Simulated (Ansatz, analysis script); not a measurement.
# Calculated records

```xyz
5
Lattice="4.000 0.000 0.000 -2.000 3.464 0.000 0.000 0.000 6.996" Properties=species:S:1:pos:R:3 pbc="T T T" subject="CaMn2As2: spin spirals and exchange" method="PBEsol, PAW set soft_1 (files made for PBE); spin spirals by the generalised Bloch theorem, no spin–orbit coupling (and 2 further levels or steps)" program="Ansatz 0.2.0 and analysis script 1" settings_of_one_run="cutoff 420 eV, 12×12×8 k-mesh, Fermi-Dirac occupations, smearing width 0.05 eV, cone angle 90 °, wavevectors 10, starting moments 0 3.13 -3.13 0 0 μB" notes="At some q the unlocked sublattices turned against each other, and such points are left out of a fit. No spin model is given, since this treatment keeps to cells with one magnetic atom. States with other phases between the sublattices can lie lower than any point of this path. Points of the path without a result: 3. They can lie above or below those tabled. In doubt: the program’s search for lower states was switched off, so a lower magnetic state than those reached may exist." lowest_point_with_a_result="q = (0.167, 0, 0), -2.58 meV a magnetic atom from q = 0" highest_point_with_a_result="52.0 meV a magnetic atom"
Ca    0.000    0.000    0.000
Mn    0.000    2.310    4.308
Mn    2.000    1.155    2.687
As    2.000    1.155    5.100
As    0.000    2.310    1.895
```

[Logs and program files are shortened in this print: banners, set-up blocks, solver, clock and traceback lines can be left out without a mark of their own.]

[Logs are printed without paths, hosts, clocks, repeated set-up lines and the standing remarks that a program may print on its own settings, such as how far it seeks lower states.]

[Hosts, paths, dates, database ids (printed as entryN), source tags and the programs' standing remarks are cut or masked in the printed files.]
